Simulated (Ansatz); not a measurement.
# LuBi (Fm-3m): Grüneisen parameters

Wanted: mode Grüneisen parameters of LuBi (Fm-3m).

Main program and level: Ansatz 0.2.0; DFT PBEsol, scalar-relativistic, plane waves, PAW; PAW set soft_1.

### 1. Starting point

Symmetry: Fm-3m, No. 225, cubic system. The conventional cell has a = 6.134 Å, b = 6.134 Å, c = 6.134 Å, α = 90.00°, β = 90.00°, γ = 90.00°. Lu has 6 Bi at 3.07 Å nearest. Nearest to Bi lie 6 Lu at 3.07 Å. Farther neighbours are not listed.

Structure file:

```cif
data_structure
_symmetry_space_group_name_H-M 'Fm-3m'
_symmetry_Int_Tables_number 225
_cell_length_a 6.1338
_cell_length_b 6.1338
_cell_length_c 6.1338
_cell_angle_alpha 90.000
_cell_angle_beta 90.000
_cell_angle_gamma 90.000
_cell_volume 230.78
loop_
_atom_site_label
_atom_site_type_symbol
_atom_site_symmetry_multiplicity
_atom_site_Wyckoff_symbol
_atom_site_fract_x
_atom_site_fract_y
_atom_site_fract_z
_atom_site_occupancy
Lu1 Lu 4 b 0.50000 0.00000 0.00000 1
Bi1 Bi 4 a 0.00000 0.00000 0.00000 1
```

### 2. Phonons on a q mesh

The cell comes from relaxations at this level that are not shown. Stability and thermal properties need the whole zone. Linear response on a 4×4×4 q mesh gives force constants as far as a supercell of that size would.

input.yaml

```yaml
crystal:
  lattice:
    - [0.0, 3.0669197206, 3.0669197206]
    - [3.0669197206, 0.0, 3.0669197206]
    - [3.0669197206, 3.0669197206, 0.0]
  atoms:
    - { symbol: Lu, position: [0.5, 0.5, 0.5] }
    - { symbol: Bi, position: [0.0, 0.0, 0.0] }
kpoints:
  mp_grid: { grid: [12, 12, 12] }
hamiltonian:
  xc: pbesol
  pseudopotentials: { kind: paw, azcp: { folder: soft_1 }, xc_functional: pbe }
scf:
  occupations: { method: methfessel_paxton, width: 0.2 }
output:
  eigenvalues: true
phonons:
  method: dfpt
  qmesh: [4, 4, 4]
  temperatures: { t_max: 1000, t_step: 50 }
  qpath:
    path:
      - [[0.0, 0.0, 0.0], [0.5, 0.0, 0.5], [0.625, 0.25, 0.625]]
      - [[0.375, 0.375, 0.75], [0.0, 0.0, 0.0], [0.5, 0.5, 0.5], [0.5, 0.25, 0.75], [0.5, 0.0, 0.5]]
    npoints: 10
```

Run with:

```bash
> ansatz run input.yaml --threads 4 --pin off --max-ram 10240MiB --backend cpu --events-out ev --progress --plain --runs-dir out
```

Numbers of over 12 decimals in the logs are rounded to 6 here.

What it wrote:

```text
Engine: ansatz 0.2.0, aarch64-unknown-linux-gnu
Pseudopotentials: kind: paw
Pseudopotential: Lu, paw, valence charge 25, recommended cutoff 420 eV (normal), soft_1/Lu.paw.azcp
Pseudopotential: Bi, paw, valence charge 15, recommended cutoff 420 eV (normal), soft_1/Bi.paw.azcp
Functional definition: PBEsol
  exchange = pbesol_x
  correlation = pbesol_c
Crystal: 2 atoms, lattice volume = 57.695 Å³
Basis set: ecut = 420 eV, 1139 PW (Γ), exchange–correlation on 60×60×60 points (8 copies of the dense FFT grid, shifted against one another)
Bands: 24, of which v1, the nominal top of the filled ones, is band 20 counted from 1 (19 counted from 0)
Symmetry: 48 space group operations
k-points: 72 of 1728
Non-local potential: Lu, projectors of the file, l = 0: 3, l = 1: 2, l = 2: 2, l = 3: 3
Non-local potential: Bi, projectors of the file, l = 0: 2, l = 1: 2, l = 2: 2, l = 3: 1
PAW form: soft (Blöchl's): semilocal exchange-correlation on the pseudo side does not see the compensation charge
PAW frozen core: Lu, regenerated for the run's functional, and the local potential with it (the file was generated under x = pbe(κ = 0.804, μ = 0.219515), c = pbe(β = 0.066725))
PAW frozen core: Bi, regenerated for the run's functional, and the local potential with it (the file was generated under x = pbe(κ = 0.804, μ = 0.219515), c = pbe(β = 0.066725))
PAW one-centre angular grid: Lu, 590 points (default); XC on 64 Gauss nodes
PAW one-centre angular grid: Bi, 590 points (default); XC on 64 Gauss nodes
Initial density: superposition of atomic densities (chi_scale 0.1, normalization cell, long waves kept (reshape's long-wave potential 0.00 eV rms))
Initial wavefunctions: pseudopotential atomic-orbital guess
Functional: x = pbesol(κ = 0.804, μ = 0.123457), c = pbesol(β = 0.046)
SCF iter   1: F=—  HF=-26858.665147 eV  |F-HF|=—  |Δ(HF+E_count)|=         —  Δρ=4.86e-2  dr2=1.74e0  ethr=3.10e-3  ⟨swp⟩=5.1  Hψ=8276  notcnv=0
preconditioner: auto → Kerker (q_TF=auto, 2.567 Å⁻¹)  [metal: Δε(μ)=0.031 eV  Ē_g=15.872 eV  σ=0.200 eV  W_gap=0.13  n_scr=14 (ndim 8)  ℏωp=30.1 eV  f_vac=0.000  D(μ)=0.49/eV (n_scr^D=0)]
SCF iter   2: F=—  HF=-26858.230211 eV  |F-HF|=—  |Δ(HF+E_count)|=   4.35e-1  S|Δr|=    0.00e0  Δρ=2.11e-2  dr2=3.40e-1  ethr=3.10e-3  ⟨swp⟩=4.0  Hψ=4249  notcnv=0
SCF iter   3: F=—  HF=-26858.163919 eV  |F-HF|=—  |Δ(HF+E_count)|=   6.63e-2  S|Δr|=    0.00e0  Δρ=1.54e-2  dr2=1.36e-1  ethr=8.49e-4  ⟨swp⟩=3.1  Hψ=4441  notcnv=0
SCF iter   4: F=—  HF=-26858.071700 eV  |F-HF|=—  |Δ(HF+E_count)|=   9.22e-2  S|Δr|=    0.00e0  Δρ=4.29e-3  dr2=6.39e-3  ethr=3.39e-4  ⟨swp⟩=3.4  Hψ=4528  notcnv=0  defer=1
SCF iter   5: F=—  HF=-26858.081946 eV  |F-HF|=—  |Δ(HF+E_count)|=   1.02e-2  S|Δr|=    0.00e0  Δρ=1.80e-3  dr2=1.28e-3  ethr=1.60e-5  ⟨swp⟩=2.5  Hψ=3833  notcnv=0
SCF iter   6: F=—  HF=-26858.081563 eV  |F-HF|=—  |Δ(HF+E_count)|=   3.83e-4  S|Δr|=    0.00e0  Δρ=4.39e-4  dr2=9.74e-5  ethr=3.19e-6  ⟨swp⟩=2.1  Hψ=3010  notcnv=0
SCF iter   7: F=—  HF=-26858.081640 eV  |F-HF|=—  |Δ(HF+E_count)|=   7.65e-5  S|Δr|=    0.00e0  Δρ=1.54e-4  dr2=1.94e-5  ethr=2.43e-7  ⟨swp⟩=3.2  Hψ=3270  notcnv=0
SCF iter   8: F=—  HF=-26858.081645 eV  |F-HF|=—  |Δ(HF+E_count)|=   5.53e-6  S|Δr|=    0.00e0  Δρ=3.22e-5  dr2=1.02e-6  ethr=4.85e-8  ⟨swp⟩=2.2  Hψ=3009  notcnv=0
SCF iter   9: F=—  HF=-26858.081649 eV  |F-HF|=—  |Δ(HF+E_count)|=   3.42e-6  S|Δr|=    0.00e0  Δρ=1.34e-5  dr2=1.06e-7  ethr=2.55e-9  ⟨swp⟩=2.2  Hψ=3056  notcnv=0
SCF iter  10: F=—  HF=-26858.081649 eV  |F-HF|=—  |Δ(HF+E_count)|=   2.25e-8  S|Δr|=    0.00e0  Δρ=3.07e-6  dr2=3.34e-9  ethr=2.64e-10  ⟨swp⟩=2.6  Hψ=3786  notcnv=0
SCF iter  11: F=—  HF=-26858.081649 eV  |F-HF|=—  |Δ(HF+E_count)|=   1.11e-9  S|Δr|=    0.00e0  Δρ=2.96e-7  dr2=6.62e-11  ethr=8.36e-12  ⟨swp⟩=2.7  Hψ=3577  notcnv=0
SCF iter  12: F=-26858.081649 eV  HF=-26858.081649 eV  |F-HF|=0.00e0  |Δ(HF+E_count)|=  5.09e-11  S|Δr|=    0.00e0  Δρ=3.91e-8  dr2=8.75e-13  ethr=1.00e-12  ⟨swp⟩=8.7  Hψ=12528  notcnv=0
SCF 1 converged in 12 iterations: F = -26858.081649 eV  dr2 = 8.75e-13
  greatest PAW one-centre occupation: 0.998 electrons in one spin orbital (limit 2), on the Lu atom at site 0 (counted from 0), in its partial waves of l = 0
Initial density: read from a saved state, or passed on in memory by an earlier SCF of this step, an earlier step, the calling program or the single point that the run made first
iter 1 solved again at ethr=1.54e-8 eV; its pass at ethr=3.10e-3 eV (dr2=6.15e-6 eV) is discarded
SCF iter   1: F=—  HF=-26858.081656 eV  |F-HF|=—  |Δ(HF+E_count)|=         —  Δρ=5.92e-7  dr2=8.21e-11  ethr=1.54e-8  ⟨swp⟩=6.0  Hψ=17648  notcnv=0
eigensolver tolerance schedule: the retry pair's looser diagonalisation over-reported the residual by 74855.01 of it (diagonalisation noise at 0.59 of the residual, at the tolerance the schedule requests for it); recorded, not acted on — ethr = c·dr2/N_el stays at c = 1.0e-1
preconditioner: auto → none  [insulator: Δε(μ)=0.153 eV  Ē_g=15.761 eV  σ=0.200 eV  W_gap=0.57  n_scr=14 (ndim 8)  ℏωp=30.1 eV  f_vac=0.000  D(μ)=0.26/eV (n_scr^D=0)  ε∞_Penn≈4.7]
SCF iter   2: F=—  HF=-26858.081649 eV  |F-HF|=—  |Δ(HF+E_count)|=   6.75e-6  S|Δr|=    0.00e0  Δρ=4.13e-7  dr2=6.17e-11  ethr=1.00e-12  ⟨swp⟩=4.7  Hψ=6346  notcnv=0
SCF iter   3: F=—  HF=-26858.081649 eV  |F-HF|=—  |Δ(HF+E_count)|=  2.91e-11  S|Δr|=    0.00e0  Δρ=2.37e-7  dr2=1.55e-11  ethr=1.00e-12  ⟨swp⟩=1.0  Hψ=1728  notcnv=0
SCF iter   4: F=-26858.081649 eV  HF=-26858.081649 eV  |F-HF|=7.28e-12  |Δ(HF+E_count)|=  7.28e-12  S|Δr|=    0.00e0  Δρ=1.50e-7  dr2=5.39e-12  ethr=1.00e-12  ⟨swp⟩=5.3  Hψ=6608  notcnv=0
SCF 2 converged in 4 iterations: F = -26858.081649 eV  dr2 = 5.39e-12
phonons: the bands overlap, so this run is a metal and interpolates without the dipole-dipole term. If the crystal is really an insulator or semiconductor, its LO-TO splitting is missing
NSCF: frozen V_eff on 72 k-points
WARN: eigensolver did not converge in 7 slots of this pass, the one above among them; of largest residual over every band (k=10): 1 band(s) unlocked (lowest unlocked band 23, counted from 0; max residual 4.86e-4 eV among the unlocked bands, 4.86e-4 eV over every band); of lowest unlocked band (k=4): band 23
NSCF: frozen V_eff on 163 k-points
DFPT response loops at q = (0, 0, 0) (fractional): preconditioner auto → Kerker (q_TF=auto, 2.567 Å⁻¹) (partly filled bands, converged f_vac=0.000); β = 1.00, the filter's whole step (`scf.mixing.beta` (0.50) is not read by the response loops under this deck's `scf.mixing.preconditioner`; to damp them name `kerker` or `kerker_dos`, under which they read `scf.mixing.beta`, and type it under 1.00, their step now; both keys bind the ground state too); Broyden in place of MSR1
NSCF: frozen V_eff on 1872 k-points
DFPT response loops at q = (0, 0, 0.25) (fractional): mixed as the last ones told, above
NSCF: frozen V_eff on 952 k-points
DFPT response loops at q = (0, 0, -0.5) (fractional): mixed as the last ones told, above
NSCF: frozen V_eff on 1020 k-points
DFPT response loops at q = (0, 0.25, 0.25) (fractional): mixed as the last ones told, above
NSCF: frozen V_eff on 3456 k-points
DFPT response loops at q = (0, 0.25, -0.5) (fractional): mixed as the last ones told, above
NSCF: frozen V_eff on 1872 k-points
DFPT response loops at q = (0, 0.25, -0.25) (fractional): mixed as the last ones told, above
NSCF: frozen V_eff on 560 k-points
DFPT response loops at q = (0, -0.5, -0.5) (fractional): mixed as the last ones told, above
NSCF: frozen V_eff on 1020 k-points
DFPT response loops at q = (0.25, -0.5, -0.25) (fractional): mixed as the last ones told, above
SCF converged after 12 iterations
Stability not checked: this state was not tested for a lower state beside it, because cold or Methfessel-Paxton smearing, or corrected tetrahedra, fill the levels in a way that the test cannot read (fill_not_monotonic; see scf.lower_state_search)
Free energy (F): -26858.081649 eV
Harris-Foulkes:  -26858.081649 eV  (|F-HF|=0.00e0)
Internal energy: -26858.082177 eV  (E = F + TS)
E sigma→0 (E₀):  -26858.081781 eV
Entropy (-TS):   0.000528 eV (0.264 meV/atom)
Fermi energy:    13.078541 eV
--- Per-component energies (eV) ---
  E_band       = -87.588722
  E_kinetic    = 677.144565
  E_local      = -8404.817714  (includes V_loc(G=0)·N_el)
  E_nonlocal   = 1095.179163
  E_hartree    = 3476.262392
  E_xc         = -356.414359
  E_vxc        = -382.994007  (∫ρ·V_xc dr)
  E_paw        = -17812.977240  (= ΣΔE_a)
  E_vpaw       = -24.625664  (= ΣTr[D̂ρ^β])
  E_aug_tail   = 0.000172  (compensation charges beyond the density's cutoff)
  E_ewald      = -5533.740834
  E_core_change = 1.281679  (= ΣΔE_core)
  E_smearing   = 0.000528  (= −TS)
  E_closure    = 0.000000  (closes the sum)
  Σ components = -26858.081649   (vs F -26858.081649, Δ=0.00e0)
--- Band table (eV; the first three rows and the last of 72) ---
  k-point 0: bands = [... 16 lower, 7.6021, 14.0828, 14.0828, 14.0828, 14.2596, 14.2596, 14.2596, 15.1201]
  k-point 1: bands = [... 16 lower, 7.6022, 12.8679, 13.4622, 13.4622, 14.4477, 14.4477, 14.4837, 15.7383]
  k-point 2: bands = [... 16 lower, 7.6024, 11.4529, 12.7134, 12.7134, 14.5129, 14.6801, 14.6801, 16.7927]
  k-point 71: bands = [... 16 lower, 7.6083, 10.2753, 10.2753, 10.3347, 15.4133, 15.4968, 15.4968, 16.7907]
--- Phonons (Γ-DFPT): 2 representative perturbations + reference (Σ response iterations 6) ---
  ASR residual: 4.737e-5 → 0.000e0 eV/Å²; symmetrization residual: 6.328e-6 eV/Å²
  ASR residual per site (eV/Å²): 4.74e-5 1.47e-5
  Γ frequencies (cm⁻¹): 0.00 0.00 0.00 118.81 118.81 118.81
--- Phonons (arbitrary-q DFPT): 8 irreducible q on the 4×4×4 mesh ---
  q = [0.0000, 0.0000, 0.0000] (star 1, of the zone-centre solve; hermiticity 2.56e-6, symmetrization 8.06e-12): -0.00 0.00 0.00 118.81 118.81 118.81
  q = [0.0000, 0.0000, 0.2500] (star 8, 2 solved perturbations on 936 of 1728 k-point pairs; hermiticity 4.05e-6, symmetrization 4.16e-12): 47.64 47.64 64.60 110.41 110.41 128.45
  q = [0.0000, 0.0000, -0.5000] (star 4, 2 solved perturbations on 476 of 1728 k-point pairs; hermiticity 2.29e-13, symmetrization 1.31e-12): 81.30 81.30 90.07 90.07 104.32 120.83
  q = [0.0000, 0.2500, 0.2500] (star 6, 4 solved perturbations in 1608 linear systems a pass and spin channel, the states on 510 of 1728 k-point pairs; hermiticity 4.45e-6, symmetrization 2.21e-12): 29.38 29.38 88.97 100.19 121.05 121.05
  q = [0.0000, 0.2500, -0.5000] (star 24, 4 solved perturbations in 5328 linear systems a pass and spin channel, the states on 1728 of 1728 k-point pairs; hermiticity 2.11e-6, symmetrization 1.26e-12): 57.31 61.43 69.71 109.62 117.60 123.46
  q = [0.0000, 0.2500, -0.2500] (star 12, 4 solved perturbations in 2892 linear systems a pass and spin channel, the states on 936 of 1728 k-point pairs; hermiticity 5.15e-6, symmetrization 7.13e-13): 37.77 80.32 92.28 99.57 108.52 125.00
  q = [0.0000, -0.5000, -0.5000] (star 3, 4 solved perturbations in 886 linear systems a pass and spin channel, the states on 280 of 1728 k-point pairs; hermiticity 6.46e-6, symmetrization 6.25e-13): 37.94 38.19 38.19 117.14 117.14 128.90
  q = [0.2500, -0.5000, -0.2500] (star 6, 4 solved perturbations in 1544 linear systems a pass and spin channel, the states on 510 of 1728 k-point pairs; hermiticity 6.86e-6, symmetrization 4.38e-12): 40.65 40.65 96.87 97.56 126.11 126.11
  sum rule: each row above includes the acoustic sum rule's correction from the zone centre's row sums; it moved no ω² by more than (0.27 cm⁻¹)²
  mesh force constants: q→R imaginary residual 5.50e-18; ASR residual 4.737e-5 → 0.000e0 eV/Å²; symmetrization residual 2.665e-15 eV/Å²
  interpolated dispersion: 62 rows × 6 modes
  density of states and harmonic sums: on the 20×20×20 q-mesh, interpolated from the force constants of a 4×4×4 supercell (no non-analytic term)
  largest difference from the sums on the solved wave vectors: F 1.43e-2 eV, S 1.83e-5 and C_V 4.01e-6 eV/K
  zero-point energy: 0.032694 eV/cell   skipped modes (ω ≤ 0): 3   left out of the sums: 6.25e-5 of the cell's modes: C_V's classical limit lies that fraction below 3 k_B per atom; for a crystal, a wire or a layer, F and S can be off by more, and a phonons.interpolated_qmesh denser along its periods is the remedy for the sampling
```

It took 9.5 min on 4 threads of Arm Neoverse V1, shared host; peak memory 5.6 GiB.

This step gave:

```
volume per atom                                         : 28.85 Å³
gap on the k-mesh                                       : 0 eV
sum-rule residual before enforcement                    : 4.74e-5 eV/Å²
lowest frequency on the path                            : 0 cm⁻¹
point group                                             : m-3m
highest frequency on the path or at a solved wavevector : 129.2 cm⁻¹
mean frequency                                          : 87.9 cm⁻¹
Debye temperature (second moment)                       : 173 K
logarithmic mean frequency                              : 81.1 cm⁻¹
highest optical mode at the zone centre (no LO-TO term) : 118.8 cm⁻¹
lowest optical zone-centre mode                         : 118.8 cm⁻¹
lowest mode on the q mesh (acoustic modes at Γ apart)   : 29.38 cm⁻¹
zero-point energy per atom                              : 16.35 meV
heat capacity at 300 K                                  : 24.53 J/(mol atoms K)
vibrational entropy at 300 K                            : 48.69 J/(mol atoms K)
```

Frequencies (cm⁻¹) solved at each irreducible wavevector; negative means imaginary. Frequencies by wavevector, by row:

```tsv
q in reciprocal lattice units	star	mode 1	mode 2	mode 3	mode 4	mode 5	mode 6
0 0 0	1	0	0	0	118.8	118.8	118.8
0 0 0.25	8	47.6	47.6	64.6	110.4	110.4	128.4
0 0 -0.5	4	81.3	81.3	90.1	90.1	104.3	120.8
0 0.25 0.25	6	29.4	29.4	89	100.2	121	121
0 0.25 -0.5	24	57.3	61.4	69.7	109.6	117.6	123.5
0 0.25 -0.25	12	37.8	80.3	92.3	99.6	108.5	125
0 -0.5 -0.5	3	37.9	38.2	38.2	117.1	117.1	128.9
0.25 -0.5 -0.25	6	40.6	40.6	96.9	97.6	126.1	126.1
```

Symmetry leaves 8 wavevectors to solve. The lowest mode among them, the acoustic zeros apart, lies at q = (0, 0.25, 0.25) and is real, 29.4 cm⁻¹.

### 3. Relaxing at another volume, volume ratio 0.97

The volume is scaled by 0.97 and held; symmetry leaves nothing to relax, so this is a single point. The modes can then be followed against volume.

input.yaml, the sections that differ from step 2:

```yaml
crystal:
  lattice:
    - [0.0, 3.0359386154, 3.0359386154]
    - [3.0359386154, 0.0, 3.0359386154]
    - [3.0359386154, 3.0359386154, 0.0]
  atoms:
    - { symbol: Lu, position: [0.5, 0.5, 0.5] }
    - { symbol: Bi, position: [0.0, 0.0, 0.0] }
output:
  forces: true
  stress: true
  eigenvalues: true
# kpoints, hamiltonian, scf: as in step 2
# phonons: removed
```

What it wrote:

```text
[...]
Crystal: 2 atoms, lattice volume = 55.964 Å³
Basis set: ecut = 420 eV, 1067 PW (Γ), exchange–correlation on 60×60×60 points (8 copies of the dense FFT grid, shifted against one another)
Bands: 24, of which v1, the nominal top of the filled ones, is band 20 counted from 1 (19 counted from 0)
Symmetry: 48 space group operations
[...]
k-points: 72 of 1728
[...]
--- Band table (eV; the first three rows and the last of 72) ---
  k-point 0: bands = [... 16 lower, 8.1755, 14.6480, 14.6480, 14.6480, 14.7438, 14.7438, 14.7438, 15.6590]
  k-point 1: bands = [... 16 lower, 8.1756, 13.4011, 13.9809, 13.9809, 14.9462, 14.9462, 15.0224, 16.3149]
  k-point 2: bands = [... 16 lower, 8.1758, 11.9547, 13.2030, 13.2030, 15.0537, 15.1825, 15.1825, 17.4119]
  k-point 71: bands = [... 16 lower, 8.1812, 10.7051, 10.7051, 10.7819, 16.0175, 16.0316, 16.0316, 17.3742]
[key lines of the parts left out:]
SCF converged after 9 iterations
Free energy (F): -26858.071320 eV
Fermi energy:    13.553166 eV
P = ⅓ Tr σ = 1.9700 GPa (19.700 kbar)
```

Elapsed: 1.9 s, on 4 threads; peak memory 0.41 GiB; 6.5 s of CPU time.

This step gave:

* pressure: 1.970 GPa
* volume per atom: 27.98 Å³

The run ends at a pressure of 1.97 GPa.

### 4. Phonons at the other volume, volume ratio 0.97

The phonons are repeated at this volume on the same k and q meshes.

Edit input.yaml of step 3 so:

```diff
@@ -16,4 +16,11 @@
 output:
-  forces: true
-  stress: true
   eigenvalues: true
+phonons:
+  method: dfpt
+  qmesh: [4, 4, 4]
+  temperatures: { t_max: 1000, t_step: 50 }
+  qpath:
+    path:
+      - [[0.0, 0.0, 0.0], [0.5, 0.0, 0.5], [0.625, 0.25, 0.625]]
+      - [[0.375, 0.375, 0.75], [0.0, 0.0, 0.0], [0.5, 0.5, 0.5], [0.5, 0.25, 0.75], [0.5, 0.0, 0.5]]
+    npoints: 10
```

What it wrote:

```text
[...]
Crystal: 2 atoms, lattice volume = 55.964 Å³
Basis set: ecut = 420 eV, 1067 PW (Γ), exchange–correlation on 60×60×60 points (8 copies of the dense FFT grid, shifted against one another)
Bands: 24, of which v1, the nominal top of the filled ones, is band 20 counted from 1 (19 counted from 0)
Symmetry: 48 space group operations
k-points: 72 of 1728
[...]
SCF iter   1: F=—  HF=-26858.669365 eV  |F-HF|=—  |Δ(HF+E_count)|=         —  Δρ=4.96e-2  dr2=1.78e0  ethr=3.10e-3  ⟨swp⟩=5.1  Hψ=8284  notcnv=0
[...]
SCF iter  13: F=-26858.071320 eV  HF=-26858.071320 eV  |F-HF|=7.28e-12  |Δ(HF+E_count)|=  1.46e-11  S|Δr|=    0.00e0  Δρ=3.79e-8  dr2=5.58e-13  ethr=1.00e-12  ⟨swp⟩=7.2  Hψ=10226  notcnv=0
SCF 1 converged in 13 iterations: F = -26858.071320 eV  dr2 = 5.58e-13
[...]
SCF iter   5: F=-26858.071320 eV  HF=-26858.071320 eV  |F-HF|=0.00e0  |Δ(HF+E_count)|=    0.00e0  S|Δr|=    0.00e0  Δρ=1.83e-7  dr2=9.16e-12  ethr=1.00e-12  ⟨swp⟩=5.2  Hψ=6262  notcnv=0
SCF 2 converged in 5 iterations: F = -26858.071320 eV  dr2 = 9.16e-12
[...]
NSCF: frozen V_eff on 72 k-points
[...]
SCF converged after 13 iterations
[...]
Free energy (F): -26858.071320 eV
[...]
Internal energy: -26858.071390 eV  (E = F + TS)
E sigma→0 (E₀):  -26858.071338 eV
Entropy (-TS):   0.000070 eV (0.035 meV/atom)
Fermi energy:    13.553203 eV
[...]
--- Band table (eV; the first three rows and the last of 72) ---
  k-point 0: bands = [... 16 lower, 8.1760, 14.6480, 14.6480, 14.6480, 14.7439, 14.7439, 14.7439, 15.6592]
  k-point 1: bands = [... 16 lower, 8.1761, 13.4011, 13.9810, 13.9810, 14.9463, 14.9463, 15.0225, 16.3150]
  k-point 2: bands = [... 16 lower, 8.1763, 11.9547, 13.2030, 13.2030, 15.0538, 15.1826, 15.1826, 17.4120]
  k-point 71: bands = [... 16 lower, 8.1817, 10.7051, 10.7051, 10.7819, 16.0177, 16.0317, 16.0317, 17.3744]
[...]
ASR residual: 3.162e-5 → 0.000e0 eV/Å²; symmetrization residual: 8.139e-6 eV/Å²
  ASR residual per site (eV/Å²): 3.16e-5 1.35e-5
  Γ frequencies (cm⁻¹): 0.00 0.00 0.00 126.04 126.04 126.04
--- Phonons (arbitrary-q DFPT): 8 irreducible q on the 4×4×4 mesh ---
[...]
interpolated dispersion: 62 rows × 6 modes
[...]
```

It took 9.1 min on 4 threads; peak memory 5.6 GiB.

Numbers from this step:

```yaml
sum_rule_residual_before_enforcement: 3.16e-5 eV/Å²
highest_frequency_on_the_path_or_at_a_solved_wavevector: 137.0 cm⁻¹
mean_frequency: 92.4 cm⁻¹
debye_temperature_second_moment: 182 K
logarithmic_mean_frequency: 84.8 cm⁻¹
highest_optical_mode_at_the_zone_centre_no_lo_to_term: 126.0 cm⁻¹
lowest_optical_zone_centre_mode: 126.0 cm⁻¹
lowest_mode_on_the_q_mesh_acoustic_modes_at_gamma_apart: 29.35 cm⁻¹
zero_point_energy_per_atom: 17.18 meV
heat_capacity_at_300_k: 24.49 J/(mol atoms K)
vibrational_entropy_at_300_k: 47.61 J/(mol atoms K)
```

Frequencies (cm⁻¹) solved at each irreducible wavevector; negative means imaginary. Frequencies by wavevector, by row:

```tsv
q in reciprocal lattice units	star	mode 1	mode 2	mode 3	mode 4	mode 5	mode 6
0 0 0	1	0	0	0	126	126	126
0 0 0.25	8	50.5	50.5	67	117.1	117.1	133.2
0 0 -0.5	4	87.1	87.1	94.7	94.7	108.6	125.3
0 0.25 0.25	6	29.4	29.4	94.9	103.7	128.4	128.4
0 0.25 -0.5	24	59.9	63.8	71.6	116.5	124.8	130.2
0 0.25 -0.25	12	37.4	86.3	96.9	104.3	113	132.7
0 -0.5 -0.5	3	36.7	38.7	38.7	124.7	124.7	137
0.25 -0.5 -0.25	6	40.4	40.4	102.1	102.5	134	134
```

The highest optical mode at the zone centre (no LO-TO term) is 126.0 cm⁻¹, +7.2 cm⁻¹ against the base run.

[end of part 1 of 2]

[Logs are printed without paths, hosts, clocks, repeated set-up lines and the standing remarks that a program may print on its own settings, such as how far it seeks lower states.]

[Hosts, paths, dates, database ids (printed as entryN), source tags and the programs' standing remarks are cut or masked in the printed files.]
